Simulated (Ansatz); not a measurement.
# BeInH3 (model cell, started as cubic perovskite with Be in the octahedra): from the cell to its phonons, part 2 of 2

Wanted: vibrations and spectra of BeInH3 (model cell, started as cubic perovskite with Be in the octahedra); the cell is already relaxed. After the zone centre comes a 4×4×4 q mesh on a 12×12×12 k mesh.

Ansatz 0.2.0; DFT LDA, scalar-relativistic, plane waves, PAW; PAW set soft_1.

So far. Step 2 (Modes at Γ): Before it was imposed, the acoustic sum rule was missed by 1.0e-5 eV/Å². Small misses are needed for a sound result but don't prove that mesh and cutoff are converged. The lowest optical mode is imaginary, 598.8i cm⁻¹, so the energy falls along it.

The structure was built from a prototype and need not be the compound's stable phase.

## 3. Phonons on a q mesh

Stability and thermal properties need the whole zone. Linear response on a 4×4×4 q mesh gives force constants as far as a supercell of that size would.

File input.yaml:

```yaml
crystal:
  lattice:
    - [3.5304351694, 0.0, 0.0]
    - [0.0, 3.5304351694, 0.0]
    - [0.0, 0.0, 3.5304351694]
  atoms:
    - { symbol: In, position: [0.0, 0.0, 0.0] }
    - { symbol: Be, position: [0.5, 0.5, 0.5] }
    - { symbol: H, position: [0.5, 0.5, 0.0] }
    - { symbol: H, position: [0.5, 0.0, 0.5] }
    - { symbol: H, position: [0.0, 0.5, 0.5] }
kpoints:
  mp_grid: { grid: [12, 12, 12] }
hamiltonian:
  xc: lda
  pseudopotentials: { kind: paw, azcp: { folder: soft_1 }, xc_functional: pbe }
scf:
  occupations: { method: methfessel_paxton, width: 0.2 }
output:
  eigenvalues: true
phonons:
  method: dfpt
  qmesh: [4, 4, 4]
  temperatures: { t_max: 1000, t_step: 50 }
  qpath:
    path:
      - [[0.0, 0.0, 0.0], [0.0, 0.5, 0.0], [0.5, 0.5, 0.0], [0.0, 0.0, 0.0], [0.5, 0.5, 0.5], [0.0, 0.5, 0.0]]
      - [[0.5, 0.5, 0.5], [0.5, 0.5, 0.0]]
    npoints: 10
```

Run with:

```
$ ansatz run input.yaml --threads 4 --pin off --max-ram 16384MiB --backend cpu --events-out ev --progress --plain --runs-dir out
```

Numbers of over 12 decimals in the logs are rounded to 6 here.

Log:

```text
[...]
Crystal: 5 atoms, lattice volume = 44.003 Å³
Basis set: ecut = 420 eV, 847 PW (Γ), exchange–correlation on 48×48×48 points (8 copies of the dense FFT grid, shifted against one another)
Bands: 14, of which v1, the nominal top of the filled ones, is band 9 counted from 1 (8 counted from 0)
Symmetry: 48 space group operations
k-points: 84 of 1728
[...]
SCF iter   1: F=—  HF=-5590.870554 eV  |F-HF|=—  |Δ(HF+E_count)|=         —  Δρ=4.95e-2  dr2=1.29e0  ethr=3.10e-3  ⟨swp⟩=5.3  Hψ=6779  notcnv=0
[...]
SCF iter   9: F=-5590.348995 eV  HF=-5590.348995 eV  |F-HF|=9.09e-13  |Δ(HF+E_count)|=  1.46e-11  S|Δr|=    0.00e0  Δρ=5.59e-9  dr2=5.66e-15  ethr=1.00e-12  ⟨swp⟩=8.4  Hψ=5299  notcnv=0
SCF 1 converged in 9 iterations: F = -5590.348995 eV  dr2 = 5.66e-15
[...]
iter 1 solved again at ethr=3.08e-7 eV; its pass at ethr=3.10e-3 eV (dr2=5.55e-5 eV) is discarded
SCF iter   1: F=—  HF=-5590.348995 eV  |F-HF|=—  |Δ(HF+E_count)|=         —  Δρ=1.37e-6  dr2=4.48e-10  ethr=3.08e-7  ⟨swp⟩=2.2  Hψ=9491  notcnv=0
eigensolver tolerance schedule: the retry pair's looser diagonalisation over-reported the residual by 123707.10 of it (diagonalisation noise at an unbounded share of the residual, at the tolerance the schedule requests for it); recorded, not acted on — ethr = c·dr2/N_el stays at c = 1.0e-1
[...]
SCF iter   2: F=—  HF=-5590.348995 eV  |F-HF|=—  |Δ(HF+E_count)|=   1.09e-7  S|Δr|=    0.00e0  Δρ=1.12e-6  dr2=3.79e-10  ethr=2.49e-12  ⟨swp⟩=3.2  Hψ=2746  notcnv=0
[...]
SCF iter   6: F=-5590.348995 eV  HF=-5590.348995 eV  |F-HF|=5.46e-12  |Δ(HF+E_count)|=  4.55e-12  S|Δr|=    0.00e0  Δρ=1.83e-7  dr2=8.02e-12  ethr=1.00e-12  ⟨swp⟩=2.0  Hψ=2104  notcnv=0
SCF 2 converged in 6 iterations: F = -5590.348995 eV  dr2 = 8.02e-12
phonons: the bands overlap, so this run is a metal and interpolates without the dipole-dipole term. If the crystal is really an insulator or semiconductor, its LO-TO splitting is missing
NSCF: frozen V_eff on 84 k-points
[...]
DFPT response loops at q = (0, 0, 0) (fractional): preconditioner auto → Kerker (q_TF=auto, 2.351 Å⁻¹) (partly filled bands, converged f_vac=0.000); β = 1.00, the filter's whole step (`scf.mixing.beta` (0.50) is not read by the response loops under this deck's `scf.mixing.preconditioner`; to damp them name `kerker` or `kerker_dos`, under which they read `scf.mixing.beta`, and type it under 1.00, their step now; both keys bind the ground state too); Broyden in place of MSR1
[...]
SCF converged after 9 iterations
[...]
Free energy (F): -5590.348995 eV
[...]
Internal energy: -5590.350273 eV  (E = F + TS)
E sigma→0 (E₀):  -5590.349315 eV
Entropy (-TS):   0.001279 eV (0.256 meV/atom)
Fermi energy:    8.216798 eV
[...]
--- Band table (eV; the first three rows and the last of 84) ---
  k-point 0: bands = [... 5 lower, -3.3772, 6.6911, 6.6911, 8.6743, 8.6743, 8.6743, 9.2960, 17.7297, ... 1 higher]
  k-point 1: bands = [... 5 lower, -3.2970, 5.8752, 6.7033, 8.6243, 8.7653, 8.7653, 10.2880, 17.2408, ... 1 higher]
  k-point 2: bands = [... 5 lower, -3.0553, 4.4816, 6.7372, 8.6727, 9.0346, 9.0346, 12.0029, 16.2862, ... 1 higher]
  k-point 83: bands = [... 5 lower, 3.4509, 3.4509, 3.4509, 6.5500, 7.4334, 7.5412, 7.5412, 7.5412, ... 1 higher]
--- Phonons (Γ-DFPT): 4 representative perturbations + reference (Σ response iterations 13) ---
  ASR residual: 8.759e-6 → 0.000e0 eV/Å²; symmetrization residual: 1.568e-6 eV/Å²
  ASR residual per site (eV/Å²): 8.76e-6 1.31e-6 4.64e-6 4.64e-6 4.64e-6
[...]
--- Phonons (arbitrary-q DFPT): 10 irreducible q on the 4×4×4 mesh ---
  q = [0.0000, 0.0000, 0.0000] (star 1, of the zone-centre solve; hermiticity 1.47e-6, symmetrization 1.23e-11): -598.77 -598.77 -598.77 -0.00 -0.00 0.00 184.23 184.23 184.23 745.73 745.73 745.73 860.49 860.49 860.49
  q = [0.0000, 0.0000, 0.2500] (star 6, 9 solved perturbations in 4536 linear systems a pass and spin channel, the states on 588 of 1728 k-point pairs; hermiticity 1.15e-6, symmetrization 4.05e-12): -520.27 -520.27 43.47 43.47 74.92 143.77 252.24 252.24 477.75 626.20 737.05 737.05 811.86 817.31 817.31
[...]
q = [0.0000, 0.2500, -0.5000] (star 12, 15 solved perturbations on 588 of 1728 k-point pairs; hermiticity 8.76e-7, symmetrization 6.11e-9): -493.39 -438.19 -23.81 40.24 72.39 249.80 261.69 338.04 604.17 669.68 682.78 690.36 702.27 825.86 888.36
[...]
sum rule: each row above includes the acoustic sum rule's correction from the zone centre's row sums; it moved no ω² by more than (1.12 cm⁻¹)²
  mesh force constants: q→R imaginary residual 4.54e-18; ASR residual 8.759e-6 → 0.000e0 eV/Å²; symmetrization residual 2.665e-15 eV/Å²
  interpolated dispersion: 62 rows × 15 modes
  density of states and harmonic sums: on the 20×20×20 q-mesh, interpolated from the force constants of a 4×4×4 supercell (no non-analytic term)
  largest difference from the sums on the solved wave vectors: F 9.16e-2 eV, S 1.07e-4 and C_V 2.28e-5 eV/K
  zero-point energy: 0.368202 eV/cell   skipped modes (ω ≤ 0): 743, of them read as no rigid motion or as one in doubt: 740 (2.521e0 modes/cell left out, lowest -696.73 cm⁻¹)   left out of the sums: 1.68e-1 of the cell's modes: C_V's classical limit lies that fraction below 3 k_B per atom; for a crystal, a wire or a layer, F and S can be off by more, and a phonons.interpolated_qmesh denser along its periods is the remedy for the sampling
```

The job ended after 7.5 min (4 threads of Arm Neoverse V1, shared host; peak memory 2.6 GiB).

Numbers from this step:

```
sum-rule residual before enforcement                    : 8.76e-6 eV/Å²
lowest frequency on the path                            : -696.7 cm⁻¹
highest frequency on the path or at a solved wavevector : 994 cm⁻¹
lowest mode on the q mesh (acoustic modes at Γ apart)   : -696.7 cm⁻¹
```

Frequencies (cm⁻¹) solved at each irreducible wavevector; negative means imaginary. Frequencies by wavevector, by row:

```csv
q in reciprocal lattice units,star,mode 1,mode 2,mode 3,mode 4,mode 13,mode 14,mode 15
0 0 0,1,-598.8,-598.8,-598.8,0,860.5,860.5,860.5
0 0 0.25,6,-520.3,-520.3,43.5,43.5,811.9,817.3,817.3
0 0 -0.5,3,-453.9,-453.9,45.8,45.8,751.5,751.5,831.3
0 0.25 0.25,12,-504.3,-485.4,-13.7,39.9,738.5,755.8,847.3
0 0.25 -0.5,12,-493.4,-438.2,-23.8,40.2,702.3,825.9,888.4
0 -0.5 -0.5,3,-696.7,-524.2,-180.6,-78.8,653.2,846.7,985
0.25 0.25 0.25,8,-471.5,-471.5,-36.3,61.3,764.4,779.2,912
0.25 0.25 -0.5,12,-501.5,-492.1,39.8,45.9,760.5,802.1,947.8
0.25 -0.5 -0.5,6,-565.8,-453.6,67.5,68.9,690.4,810.9,993
-0.5 -0.5 -0.5,1,-528.6,-528.6,93.1,93.1,700.9,700.9,982.8
```

Interpolated from a 4×4×4 q mesh. The phonon branches at the labelled points (cm⁻¹):

```csv
point,branch 1,branch 2,branch 3,branch 4,branch 12,branch 13,branch 14,branch 15
Γ,-599,-599,-599,0,746,860,860,860
halfway,-520,-520,44,44,737,812,817,817
X,-454,-454,46,46,698,752,752,831
halfway,-493,-438,-24,40,690,702,826,888
M,-697,-524,-181,-79,653,653,847,985
halfway,-504,-485,-14,40,737,738,756,847
Γ,-599,-599,-599,0,746,860,860,860
halfway,-472,-472,-36,61,764,764,779,912
R,-529,-529,93,93,701,701,701,983
halfway,-502,-492,40,46,743,760,802,948
X,-454,-454,46,46,698,752,752,831
jump to R,-529,-529,93,93,701,701,701,983
halfway,-566,-454,67,69,690,690,811,993
M,-697,-524,-181,-79,653,653,847,985
```

Tetrahedra on a 20×20×20 mesh, mean over bins of 20 cm-1. Interpolated from a 4×4×4 q mesh. The phonon density of states by wavenumber; read off at these points:

wavenumber (cm⁻¹), phonon density of states (1/cm⁻¹/cell) and a bar:
```
     -690     0.0001 
     -650     0.0005 
     -590     0.0017 #
     -550     0.0049 ###
     -510     0.0126 ########
     -470     0.0300 ##################
     -410     0.0001 
     -370     0.0001 
     -330     0.0001 
     -290     0.0001 
     -230     0.0001 
     -190     0.0001 
     -150     0.0005 
      -90     0.0008 
      -50     0.0035 ##
      -10     0.0095 ######
       30     0.0237 ##############
       50     0.0494 ##############################
       90     0.0117 #######
      130     0.0015 #
      170     0.0028 ##
      210     0.0101 ######
      270     0.0131 ########
      310     0.0329 ####################
      350     0.0050 ###
      390     0.0002 
      450     0.0002 
      490     0.0003 
      530     0.0023 #
      590     0.0149 #########
      630     0.0184 ###########
      670     0.0245 ###############
      710     0.0341 #####################
      770     0.0108 #######
      810     0.0171 ##########
      830     0.0210 #############
      850     0.0113 #######
      890     0.0042 ##
      950     0.0049 ###
      990     0.0052 ###
```

The partial phonon density of states has structure finer than the step of the table below, so its rows give means over 50 cm⁻¹, whole bins alone (the curve runs from -697 to 1033 cm⁻¹). Peaks (cm⁻¹: height): Be -468.7: 0.00655, 303.9: 0.0228; H -479.6: 0.0207, 303.9: 0.00528, 717.3: 0.0320, 826.1: 0.0194; In 53.6: 0.0395.

Phonopy on the run's constants, 17x17x17 mesh, Gaussian sigma 12.4 cm-1. Interpolated from a 4×4×4 q mesh. Table of partial phonon density of states by wavenumber; means over each step; values in 1/cm⁻¹/cell:

```csv
wavenumber (cm⁻¹),Be,H,In
-650,5.0e-5,4.7e-4,0
-600,2.4e-4,0.00129,0
-550,0.00112,0.00453,0
-500,0.00433,0.0141,0
-450,0.00404,0.00956,0
-400,1.6e-4,2.4e-4,0
-350,2.5e-5,2.7e-5,0
-300,4.9e-5,2.7e-5,0
-250,5.1e-5,2.5e-5,0
-200,1.6e-4,4.1e-5,5.4e-6
-150,4.5e-4,5.2e-5,1.7e-5
-100,5.8e-4,6.6e-5,2.7e-4
-50,8.5e-4,1.3e-4,0.00376
0,0.00113,1.5e-4,0.0110
50,0.00157,2.9e-4,0.0326
100,8.3e-4,1.5e-4,0.00841
150,0.00167,2.0e-4,3.3e-4
200,0.00674,0.00136,8.0e-4
250,0.0115,0.00288,0.00117
300,0.0181,0.00470,0.00135
350,0.00387,0.00236,2.0e-4
400,2.1e-4,4.4e-4,2.6e-6
450,3.0e-6,2.0e-4,0
500,1.2e-5,7.7e-4,0
550,2.9e-4,0.0104,5.3e-6
600,3.9e-4,0.0150,1.0e-5
650,2.9e-4,0.0209,1.0e-5
700,3.2e-4,0.0288,1.0e-5
750,2.7e-4,0.0213,9.7e-6
800,4.0e-4,0.0154,5.1e-6
850,1.9e-4,0.0119,0
900,1.2e-5,0.00436,0
950,3.7e-5,0.00494,0
1000,2.8e-5,0.00269,0
```

Symmetry leaves 10 wavevectors to solve. The lowest mode among them, the acoustic zeros apart, lies at q = (0, -0.5, -0.5) and is imaginary, 696.7i cm⁻¹, so the energy falls along it.

## 4. What came out

```yaml
space_group_within_0p01_a: Pm-3m
volume_per_atom: 8.80 Å³
electronic_character: no gap on this mesh
highest_optical_mode_at_the_zone_centre_no_lo_to_term: 860 cm⁻¹
lowest_optical_zone_centre_mode: -599 cm⁻¹
lowest_mode_on_the_q_mesh_acoustic_modes_at_gamma_apart: -697 cm⁻¹
highest_frequency_on_the_path_or_at_a_solved_wavevector: 994 cm⁻¹
imaginary_modes_on_the_4x4x4_q_mesh: yes
```

In words: Modes are clearly imaginary (beyond 10i cm⁻¹) at 10 of the 10 irreducible wavevectors, most at q = (0, -0.5, -0.5) (696.7i cm⁻¹), so this structure is not a minimum of the energy. The optical modes at Γ span -599 to 860 cm⁻¹ (negative means imaginary). The highest mode in this list at Γ, 860.5 cm⁻¹, is mostly motion of H (98 % of the kinetic energy). With no gap, or one that is small against the smearing, the frequencies hang on the k mesh and the smearing, most of all near Kohn anomalies. The PAW files were made for PBE and serve the other functionals too. The starting cell was built on a prototype and not taken from a measurement, so the phase need not exist. These are harmonic frequencies at zero temperature: anharmonic shifts, linewidths and thermal expansion are left out.

[Logs are printed without paths, hosts, clocks, repeated set-up lines and the standing remarks that a program may print on its own settings, such as how far it seeks lower states.]

[Hosts, paths, dates, database ids (printed as entryN), source tags and the programs' standing remarks are cut or masked in the printed files.]
